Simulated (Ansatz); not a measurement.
# Lattice dynamics of InF (model cell, started as NiAs type), part 2 of 2

Task: relax InF (model cell, started as NiAs type), then find its harmonic phonons.

Ansatz 0.2.0; DFT LDA, scalar-relativistic, plane waves, PAW.

So far. Step 4 (Relaxing to small forces for the phonons): The forces vanish by symmetry and the pressure is 0.004 GPa, within the tolerances set. The cell now holds 16.47 Å³/atom. Step 5 (Modes at Γ): Before it was imposed, the acoustic sum rule was missed by 2.4e-5 eV/Å². Small misses are needed for a sound result but don't prove that mesh and cutoff are converged. The lowest optical mode is imaginary, 96.8i cm⁻¹, so the energy falls along it. The relaxed cell has a = 3.178, c = 7.535 Å (conventional setting).

The structure was built from a prototype and need not be the compound's stable phase.

## Step 6: The dispersion (continued)

Interpolated from a 3×3×2 q mesh. The phonon branches at the labelled points (cm⁻¹):

| point | branch 1 | branch 2 | branch 3 | branch 4 | branch 9 | branch 10 | branch 11 | branch 12 |
| --- | --- | --- | --- | --- | --- | --- | --- | --- |
| Γ | -97 | -71 | -71 | -34 | 39 | 39 | 156 | 209 |
| halfway | -64 | -57 | 23 | 26 | 99 | 134 | 153 | 156 |
| M | -93 | -71 | -64 | -62 | 139 | 150 | 172 | 206 |
| halfway | -93 | -76 | -37 | 66 | 137 | 143 | 161 | 191 |
| K | -108 | -75 | 73 | 73 | 138 | 141 | 141 | 163 |
| halfway | -65 | -40 | 38 | 49 | 105 | 129 | 143 | 168 |
| Γ | -97 | -71 | -71 | -34 | 39 | 39 | 156 | 209 |
| halfway | -67 | -67 | -37 | -37 | 61 | 102 | 137 | 224 |
| A | -53 | -53 | -53 | -53 | 107 | 107 | 205 | 205 |
| halfway | -21 | -21 | 26 | 26 | 119 | 119 | 171 | 171 |
| L | -69 | -69 | 41 | 41 | 150 | 150 | 164 | 164 |
| halfway | -78 | -78 | 38 | 38 | 146 | 146 | 164 | 164 |
| H | -79 | -79 | 37 | 37 | 127 | 127 | 175 | 175 |
| halfway | -63 | -63 | 47 | 47 | 130 | 130 | 165 | 165 |
| A | -53 | -53 | -53 | -53 | 107 | 107 | 205 | 205 |
| jump to L | -69 | -69 | 41 | 41 | 150 | 150 | 164 | 164 |
| halfway | -81 | -68 | -52 | -34 | 138 | 142 | 162 | 193 |
| M | -93 | -71 | -64 | -62 | 139 | 150 | 172 | 206 |
| jump to H | -79 | -79 | 37 | 37 | 127 | 127 | 175 | 175 |
| halfway | -98 | -74 | 59 | 59 | 116 | 152 | 165 | 165 |
| K | -108 | -75 | 73 | 73 | 138 | 141 | 141 | 163 |

Tetrahedra on a 24×24×8 mesh, mean over bins of 5 cm-1. Interpolated from a 3×3×2 q mesh. Phonon density of states against wavenumber; read off at these points:

| wavenumber (cm⁻¹) | phonon density of states (1/cm⁻¹/cell) |
| --- | --- |
| -108 | 7.2e-4 |
| -98 | 0.0057 |
| -82 | 0.0383 |
| -72 | 0.0652 |
| -62 | 0.0393 |
| -52 | 0.0295 |
| -38 | 0.0209 |
| -28 | 0.0169 |
| -18 | 0.0122 |
| -8 | 0.0120 |
| 8 | 0.0133 |
| 18 | 0.0208 |
| 28 | 0.0335 |
| 42 | 0.0634 |
| 52 | 0.0772 |
| 62 | 0.0635 |
| 72 | 0.0539 |
| 88 | 0.0362 |
| 98 | 0.0398 |
| 108 | 0.0530 |
| 122 | 0.0644 |
| 132 | 0.0761 |
| 138 | 0.0774 |
| 142 | 0.0666 |
| 152 | 0.0471 |
| 162 | 0.0556 |
| 168 | 0.0513 |
| 178 | 0.0280 |
| 188 | 0.0209 |
| 198 | 0.0112 |
| 212 | 0.00236 |
| 222 | 5.6e-4 |

The partial phonon density of states has structure finer than the step of the table below, so its rows give means over 10 cm⁻¹, whole bins alone (the curve runs from -118 to 242 cm⁻¹). Peaks (cm⁻¹: height): F -48.1: 0.0207, 56.1: 0.0258, 110.4: 0.0341, 130.8: 0.0383, 169.3: 0.0492; In -73.0: 0.0485, 49.3: 0.0584, 128.5: 0.0442.

Phonopy on the run's constants, 21x21x7 mesh, Gaussian sigma 2.6 cm-1. Interpolated from a 3×3×2 q mesh. Partial phonon density of states against wavenumber; means over each step; values in 1/cm⁻¹/cell:

| wavenumber (cm⁻¹) | F | In |
| --- | --- | --- |
| -110 | 3.6e-4 | 3.7e-4 |
| -100 | 0.00232 | 0.00252 |
| -90 | 0.00850 | 0.00962 |
| -80 | 0.0150 | 0.0294 |
| -70 | 0.0140 | 0.0391 |
| -60 | 0.0175 | 0.0200 |
| -50 | 0.0194 | 0.00893 |
| -40 | 0.0150 | 0.00653 |
| -30 | 0.0107 | 0.00858 |
| -20 | 0.00786 | 0.00677 |
| -10 | 0.00434 | 0.00718 |
| 0 | 0.00163 | 0.00344 |
| 10 | 0.00498 | 0.00713 |
| 20 | 0.00942 | 0.0170 |
| 30 | 0.0125 | 0.0233 |
| 40 | 0.0181 | 0.0439 |
| 50 | 0.0223 | 0.0561 |
| 60 | 0.0227 | 0.0445 |
| 70 | 0.0198 | 0.0336 |
| 80 | 0.0214 | 0.0217 |
| 90 | 0.0202 | 0.0170 |
| 100 | 0.0231 | 0.0165 |
| 110 | 0.0313 | 0.0268 |
| 120 | 0.0294 | 0.0380 |
| 130 | 0.0354 | 0.0427 |
| 140 | 0.0340 | 0.0375 |
| 150 | 0.0384 | 0.0183 |
| 160 | 0.0402 | 0.00701 |
| 170 | 0.0443 | 0.00334 |
| 180 | 0.0250 | 0.00155 |
| 190 | 0.0172 | 9.4e-4 |
| 200 | 0.00902 | 4.4e-4 |
| 210 | 0.00317 | 2.9e-4 |
| 220 | 0.00112 | 1.4e-4 |
| 230 | 8.9e-5 | 1.2e-5 |

Symmetry leaves 6 wavevectors to solve. The lowest mode among them, the acoustic zeros apart, lies at q = (0.333, 0.333, 0) and is imaginary, 108.3i cm⁻¹, so the energy falls along it.

## Step 7: Another isotope

An isotope changes the mass and not the force constants, so no new electronic calculation is needed; the shifts show which modes move this element.

The same force constants with the mass of In changed from 114.818 to 112.904 u (phonopy, no LO-TO term). Both lists are sorted by frequency; levels can cross, so a row need not hold one and the same mode. Modes under 3 cm⁻¹ are left out. Isotope shifts, by row, the first 40 of 41 rows:

| q | rank | natural mass (cm⁻¹) | changed mass (cm⁻¹) |
| --- | --- | --- | --- |
| 0 0 0 | 1 | -96.85 | -96.96 |
| 0 0 0 | 2 | -71.42 | -71.5 |
| 0 0 0 | 3 | -71.42 | -71.5 |
| 0 0 0 | 4 | -33.62 | -33.9 |
| 0 0 0 | 5 | -33.62 | -33.9 |
| 0 0 0 | 9 | 39.18 | 39.18 |
| 0 0 0 | 10 | 39.18 | 39.18 |
| 0 0 0 | 11 | 156.2 | 157.6 |
| 0 0 0 | 12 | 208.7 | 208.7 |
| 0 0 -0.5 | 1 | -52.89 | -53.04 |
| 0 0 -0.5 | 2 | -52.89 | -53.04 |
| 0 0 -0.5 | 3 | -52.89 | -53.04 |
| 0 0 -0.5 | 4 | -52.89 | -53.04 |
| 0 0 -0.5 | 9 | 106.8 | 107.6 |
| 0 0 -0.5 | 10 | 106.8 | 107.6 |
| 0 0 -0.5 | 11 | 205.3 | 205.6 |
| 0 0 -0.5 | 12 | 205.3 | 205.6 |
| 0 0.3333 0 | 1 | -70.92 | -71.45 |
| 0 0.3333 0 | 2 | -56.99 | -57.02 |
| 0 0.3333 0 | 3 | -39.55 | -39.71 |
| 0 0.3333 0 | 4 | 19.25 | 19.31 |
| 0 0.3333 0 | 5 | 39.62 | 39.96 |
| 0 0.3333 0 | 6 | 44.44 | 44.79 |
| 0 0.3333 0 | 7 | 114.3 | 114.3 |
| 0 0.3333 0 | 8 | 118.2 | 118.9 |
| 0 0.3333 0 | 9 | 123 | 123.7 |
| 0 0.3333 0 | 10 | 130.2 | 130.9 |
| 0 0.3333 0 | 11 | 152.7 | 152.8 |
| 0 0.3333 0 | 12 | 185.2 | 185.4 |
| 0 0.3333 -0.5 | 1 | -56.61 | -56.92 |
| 0 0.3333 -0.5 | 2 | -56.61 | -56.92 |
| 0 0.3333 -0.5 | 3 | 36.83 | 37.12 |
| 0 0.3333 -0.5 | 4 | 36.83 | 37.12 |
| 0 0.3333 -0.5 | 5 | 74.92 | 75.28 |
| 0 0.3333 -0.5 | 6 | 74.92 | 75.28 |
| 0 0.3333 -0.5 | 7 | 76.86 | 76.9 |
| 0 0.3333 -0.5 | 8 | 76.86 | 76.9 |
| 0 0.3333 -0.5 | 9 | 137.1 | 138 |
| 0 0.3333 -0.5 | 10 | 137.1 | 138 |
| 0 0.3333 -0.5 | 11 | 165.2 | 165.3 |

A mode of this element alone would shift by +0.84 %. The highest zone-centre frequency without the field goes from 208.7 to 208.7 cm⁻¹ (+0.0 %).

## Step 8: Outcome

| Quantity | Value |
| --- | --- |
| space group after relaxation (within 0.01 Å) | P6_3/mmc |
| volume per atom | 16.5 Å³ |
| electronic character | no gap on this mesh |
| highest optical mode at the zone centre (no LO-TO term) | 209 cm⁻¹ |
| lowest optical zone-centre mode | -96.8 cm⁻¹ |
| lowest mode on the q mesh (acoustic modes at Γ apart) | -108 cm⁻¹ |
| highest frequency on the path or at a solved wavevector | 225 cm⁻¹ |
| imaginary modes on the 3×3×2 q mesh | yes |

**Reading.** Modes are clearly imaginary (beyond 10i cm⁻¹) at 6 of the 6 irreducible wavevectors, most at q = (0.333, 0.333, 0) (108.3i cm⁻¹), so this structure is not a minimum of the energy. The optical modes at Γ span -97 to 209 cm⁻¹ (negative means imaginary). The highest mode in this list at Γ, 208.7 cm⁻¹, is mostly motion of F (100 % of the kinetic energy). With no gap, or one that is small against the smearing, the frequencies hang on the k mesh and the smearing, most of all near Kohn anomalies. The starting cell was built on a prototype and not taken from a measurement, so the phase need not exist. These are harmonic frequencies at zero temperature: anharmonic shifts, linewidths and thermal expansion are left out.

[Hosts, paths, dates, database ids (printed as entryN), source tags and the programs' standing remarks are cut or masked in the printed files.]
